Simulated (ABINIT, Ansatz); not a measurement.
# SnF3 (Fm-3m): G0W0 with ABINIT, start to end

Wanted: ground state, empty states, screening and self-energy for SnF3 (Fm-3m).

Calculated with ABINIT 10.8.3; PBEsol and many-body steps on it, plane waves.

This is a report of a sequence of runs, with most program output left out.

**1. The starting structure**

It takes space group Fm-3m (No. 225, cubic). Conventional cell: a = 8.698 Å, b = 8.698 Å, c = 8.698 Å, α = 90.00°, β = 90.00°, γ = 90.00°. Sn has 6 F at 1.98 Å nearest. Nearest to Sn lie 6 F at 2.36 Å. F has 2 Sn at 1.98 to 2.36 Å nearest. Farther neighbours and most contacts between anions are not listed.

Coordinates:

```cif
data_structure
_symmetry_space_group_name_H-M 'Fm-3m'
_symmetry_Int_Tables_number 225
_cell_length_a 8.6980
_cell_length_b 8.6980
_cell_length_c 8.6980
_cell_angle_alpha 90.000
_cell_angle_beta 90.000
_cell_angle_gamma 90.000
_cell_volume 658.04
loop_
_atom_site_label
_atom_site_type_symbol
_atom_site_symmetry_multiplicity
_atom_site_Wyckoff_symbol
_atom_site_fract_x
_atom_site_fract_y
_atom_site_fract_z
_atom_site_occupancy
Sn1 Sn 4 b 0.50000 0.00000 0.00000 1
Sn2 Sn 4 a 0.00000 0.00000 0.00000 1
F1 F 24 e 0.50000 0.22819 0.00000 1
```

The cell and positions are those that the Materials Project relaxed with its own functionals (PBE, PBE+U or r2SCAN), kept fixed.

**2. Ground state**

This step: ABINIT 10.8.3; DFT, PBEsol, plane waves, norm-conserving pseudopotentials.

The ground-state density comes first.

File run.abi:

```
acell 3*1.0 Angstrom
rprim 
  -0.000000000000 4.348975944800 4.348975944800
  4.348975944800 0.000000000000 4.348975944800
  4.348975944800 4.348975944800 -0.000000000000
ntypat 2
znucl 50 9
natom 8
typat 1 1 2 2 2 2 2 2
xred 
  0.500000000000 0.500000000000 0.500000000000
  0.000000000000 0.000000000000 -0.000000000000
  0.728190550000 0.271809450000 0.728190550000
  0.271809450000 0.271809450000 0.728190550000
  0.271809450000 0.728190550000 0.271809450000
  0.271809450000 0.728190550000 0.728190550000
  0.728190550000 0.271809450000 0.271809450000
  0.728190550000 0.728190550000 0.271809450000
pp_dirpath "pseudos"
pseudos "Sn.upf, F.upf"
ecut 38
ngkpt 4 4 4
nshiftk 1
shiftk 0 0 0
kptopt 1
chksymbreak 0
nband 51
occopt 1
tolvrs 1e-10
nstep 60
prtwf 0
optforces 0
optstress 0
indata_prefix "in"
outdata_prefix "out"
tmpdata_prefix "tmp"
```

On the command line:

```
> OMP_NUM_THREADS=1 mpirun -n 8 abinit run.abi > log
```

It took 64 s on 8 MPI ranks of AMD EPYC 7R43, shared host; peak memory 1.6 GiB.

This step gave:

```
total energy               : -16065.1728 eV
gap                        : 2.829 eV
k of the valence top       : -0.25, 0.5, 0.25
k of the conduction bottom : 0.5, 0, 0
least direct gap           : 3.379 eV
```

The gap is indirect, with the least direct gap 0.55 eV higher.

**3. Bands along the symmetry lines**

The cheap functional maps the bands first; the places of the edges decide which points the dearer methods must see.

run.abi: that of step 2 with these lines changed.

```diff
@@ -21,14 +21,40 @@
 ecut 38
-ngkpt 4 4 4
-nshiftk 1
-shiftk 0 0 0
-kptopt 1
-chksymbreak 0
-nband 51
-occopt 1
-tolvrs 1e-10
-nstep 60
+iscf -2
+irdden 1
+kptopt 0
+nkpt 26
+kpt 
+  0.00000000 0.00000000 0.00000000
+  0.12500000 0.00000000 0.12500000
+  0.25000000 0.00000000 0.25000000
+  0.37500000 0.00000000 0.37500000
+  0.50000000 0.00000000 0.50000000
+  0.53125000 0.06250000 0.53125000
+  0.56250000 0.12500000 0.56250000
+  0.59375000 0.18750000 0.59375000
+  0.62500000 0.25000000 0.62500000
+  0.37500000 0.37500000 0.75000000
+  0.28125000 0.28125000 0.56250000
+  0.18750000 0.18750000 0.37500000
+  0.09375000 0.09375000 0.18750000
+  0.00000000 0.00000000 0.00000000
+  0.12500000 0.12500000 0.12500000
+  0.25000000 0.25000000 0.25000000
+  0.37500000 0.37500000 0.37500000
+  0.50000000 0.50000000 0.50000000
+  0.50000000 0.43750000 0.56250000
+  0.50000000 0.37500000 0.62500000
+  0.50000000 0.31250000 0.68750000
+  0.50000000 0.25000000 0.75000000
+  0.50000000 0.18750000 0.68750000
+  0.50000000 0.12500000 0.62500000
+  0.50000000 0.06250000 0.56250000
+  0.50000000 0.00000000 0.50000000
+istwfk *1
+nband 50
+nbdbuf 2
+tolwfr 1e-08
+nstep 40
 prtwf 0
-optforces 0
-optstress 0
+prtvol 0
 indata_prefix "in"
```

Run time: 82 s. Hardware: 8 MPI ranks; peak memory 1.1 GiB; 11 min of CPU time.

Numbers from this step:

```
gap                        : 2.829 eV
k of the valence top       : 0.5, 0.25, 0.75
k of the conduction bottom : 0.5, 0.5, 0.5
least direct gap           : 3.379 eV
```

The gap is 2.829 eV, as in the run before at this level.

The electronic bands at the labelled points (eV, zero at the top of the highest filled band):

```
    point  band 40  band 41  band 42  band 43  band 44  band 45  band 46  band 47
        Γ    -2.39    -2.39    -2.39    -2.37     5.07     5.35     5.35     5.35
  halfway    -2.54    -2.54    -2.39    -1.06     4.04     5.45     5.45     6.55
        X    -2.68    -2.68    -2.39     0.00     4.33     5.44     5.54     5.54
  halfway    -2.68    -2.66    -2.41     0.00     4.05     5.45     5.62     5.81
        U    -2.66    -2.61    -2.46    -0.04     3.61     5.47     5.82     6.27
jump to K    -2.66    -2.61    -2.46    -0.04     3.61     5.47     5.82     6.27
  halfway    -2.51    -2.51    -2.45    -1.04     3.59     5.45     5.97     6.77
        Γ    -2.39    -2.39    -2.39    -2.37     5.07     5.35     5.35     5.35
  halfway    -2.47    -2.47    -2.44    -1.38     3.69     5.72     5.72     6.57
        L    -2.55    -2.55    -2.50    -0.55     2.83     6.13     6.13     6.99
  halfway    -2.62    -2.54    -2.51    -0.26     3.18     5.77     5.93     6.70
        W    -2.68    -2.52    -2.52     0.00     3.65     5.49     5.49     6.60
  halfway    -2.68    -2.63    -2.43     0.00     3.92     5.45     5.52     6.11
        X    -2.68    -2.68    -2.39     0.00     4.33     5.44     5.54     5.54
```

**4. Empty states on the mesh, 2×2×2 mesh, 586 bands**

The sums over transitions need many empty states on a uniform mesh; this step solves for them.

File run.abi:

```
acell 3*1.0 Angstrom
rprim 
  -0.000000000000 4.348975944800 4.348975944800
  4.348975944800 0.000000000000 4.348975944800
  4.348975944800 4.348975944800 -0.000000000000
ntypat 2
znucl 50 9
natom 8
typat 1 1 2 2 2 2 2 2
xred 
  0.500000000000 0.500000000000 0.500000000000
  0.000000000000 0.000000000000 -0.000000000000
  0.728190550000 0.271809450000 0.728190550000
  0.271809450000 0.271809450000 0.728190550000
  0.271809450000 0.728190550000 0.271809450000
  0.271809450000 0.728190550000 0.728190550000
  0.728190550000 0.271809450000 0.271809450000
  0.728190550000 0.728190550000 0.271809450000
pp_dirpath "pseudos"
pseudos "Sn.upf, F.upf"
ecut 38
ngkpt 2 2 2
nshiftk 1
shiftk 0 0 0
kptopt 1
chksymbreak 0
iscf -2
irdden 1
istwfk *1
nband 586
nbdbuf 52
tolwfr 1e-09
nstep 60
prtvol 0
indata_prefix "in"
outdata_prefix "out"
tmpdata_prefix "tmp"
```

The job ended after 18 min (8 MPI ranks; peak memory 1.3 GiB; 2.3 h of CPU time).

Numbers from this step:

- gap: 2.831 eV
- k of the valence top: 0.5, 0.5, 0
- k of the conduction bottom: 0.5, 0, 0
- least direct gap: 3.379 eV
- k points computed: 3
- lowest point of the top converged band, above the valence top: 115.9877 eV

On this mesh the gap is 2.831 eV.

**5. Screening, 2×2×2 mesh, 534 bands, screening to 217.7 eV**

The RPA dielectric matrix is built and inverted for each q.

This step: RPA screening on PBEsol, plane waves, norm-conserving pseudopotentials.

run.abi: that of step 4 with these lines changed.

```diff
@@ -26,10 +26,11 @@
 chksymbreak 0
-iscf -2
-irdden 1
 istwfk *1
-nband 586
-nbdbuf 52
-tolwfr 1e-09
-nstep 60
-prtvol 0
+occopt 1
+irdwfk 1
+optdriver 3
+nband 534
+ecuteps 8
+inclvkb 2
+awtr 1
+symchi 1
 indata_prefix "in"
```

Wall time 7.2 min (8 MPI ranks); peak memory 6.9 GiB; 55 min of CPU time.

This step gave:

| Property | Result |
| --- | --- |
| ε∞ with local fields, on this mesh, along the program's q direction | 2.779 |
| the same without local fields | 3.094 |
| plasma frequency | 26.85 eV |
| plane waves in the screening matrix | 1243 |

Local fields lower ε∞ by 10 %. On a Γ-centred mesh this coarse the value itself is usually too large, while a short band sum pulls it down.

**6. Self-energy, 2×2×2 mesh, 534 bands, screening to 217.7 eV**

The self-energy is evaluated for the states that the input lists, and the levels follow from it, in one-shot runs by the linearised quasiparticle equation.

This step: G0W0 on PBEsol, plane waves, norm-conserving pseudopotentials.

run.abi: that of step 5 with these lines changed.

```diff
@@ -29,8 +29,19 @@
 irdwfk 1
-optdriver 3
+optdriver 4
 nband 534
+gwcalctyp 0
+ecutsigx 38
+symsigma 1
+nkptgw 3
+kptgw 
+  0.5000000000 0.5000000000 0.0000000000
+  0.5000000000 0.0000000000 0.0000000000
+  0.0000000000 0.0000000000 0.0000000000
+bdgw 
+  42 45
+  42 46
+  40 47
 ecuteps 8
-inclvkb 2
-awtr 1
-symchi 1
+irdscr 1
+ppmodel 1
 indata_prefix "in"
```

Run time: 6.1 min. Hardware: 8 MPI ranks; peak memory 7.4 GiB.

This step gave:

```
G0W0 gap on the points computed              : 5.261 eV
starting gap on the mesh                     : 2.831 eV
k of the valence top                         : 0.5, 0.5, 0
k of the conduction bottom                   : 0.5, 0, 0
Z at the valence top                         : 0.818
Z at the conduction bottom                   : 0.844
least direct G0W0 gap on the computed points : 5.951 eV
```

The gap on the mesh goes from 2.83 eV to 5.26 eV, a correction of +2.43 eV.

Limits: finite bands, cutoff and mesh; no spin-orbit coupling; coarse k mesh. v1 is the top filled band, c1 the lowest empty one. Levels before and after the correction, in eV, zero at the valence-band top of each column:

|  | conduction bottom | valence top |
| --- | --- | --- |
| Kohn-Sham | 2.83 | 0.00 |
| G0W0 | 5.26 | 0.00 |

```csv
,level,energy (eV)
Kohn-Sham,(0.5 0.5 0) v2,-2.388
Kohn-Sham,(0.5 0.5 0) v1,0.000
Kohn-Sham,(0.5 0.5 0) c1,4.335
Kohn-Sham,(0.5 0.5 0) c2,5.441
Kohn-Sham,(0.5 0 0) v2,-2.497
Kohn-Sham,(0.5 0 0) v1,-0.548
Kohn-Sham,(0.5 0 0) c1,2.831
Kohn-Sham,(0.5 0 0) c2-c3,6.132
G0W0,(0.5 0.5 0) v2,-3.234
G0W0,(0.5 0.5 0) v1,0.000
G0W0,(0.5 0.5 0) c1,7.218
G0W0,(0.5 0.5 0) c2,7.562
G0W0,(0.5 0 0) v2,-3.365
G0W0,(0.5 0 0) v1,-0.690
G0W0,(0.5 0 0) c1,5.261
G0W0,(0.5 0 0) c2-c3,8.468
```

**7. Where the time went**

Times are wall times on 8 MPI ranks of AMD EPYC 7R43, shared host, good to a factor of about two.

```csv
step,time,share,memory (GiB)
ground state,64 s,3 %,1.6
bands along the symmetry lines,82 s,4 %,1.1
empty states on the mesh,18 min,53 %,1.3
screening,7.2 min,21 %,6.9
self-energy,6.1 min,18 %,7.4
```

**8. Summary of results**

```yaml
pbesol_gap: 2.83 eV, indirect
g0w0_gap_on_the_mesh: 5.26 eV
gw_settings: 2×2×2 mesh, 534 bands, screening to 217.7 eV, Godby-Needs plasmon pole
known_limits: not at the basis limit; no spin-orbit coupling; coarse k mesh
```

What this shows: G0W0 moves the gap on the mesh from 2.83 eV to 5.26 eV (+2.43 eV), with Z of 0.82 and 0.84 at the edges. Local fields lower the RPA ε∞ on this mesh from 3.09 to 2.78; a Γ-centred mesh this coarse tends to raise both, most where the direct gap is narrow, while a short band sum lowers them. The dearest step here is «empty states on the mesh». Bands and cutoff are finite, so the gap is not at the basis limit. The miss can reach some tenths of an eV and take either sign; the mesh is an error of its own. The 2×2×2 mesh is coarse for this cell, which bears on the long-range parts of exchange and screening. The many-body steps are scalar-relativistic: spin-orbit coupling is not in them.

[Paths, hosts, dates, memory and timing lines, banners, echoed tables and standing remarks are left out of the program output.]

[Logs are printed without paths, hosts, clocks, repeated set-up lines and the standing remarks that a program may print on its own settings, such as how far it seeks lower states.]

[Runs of the session that timed out or met a known fault of the program may be left out.]

[Hosts, paths, dates, database ids (printed as entryN), source tags and the programs' standing remarks are cut or masked in the printed files.]

[G0W0 gaps are taken among the corrected bands and points alone; a level outside them can change the order at an edge.]

[Where Ansatz stands beside ABINIT at settings called matched, ABINIT's density can come from a denser mesh and the files from another edition; pairs whose starting gaps differed by over 0.03 eV were left out, so agreement reads better than it is.]
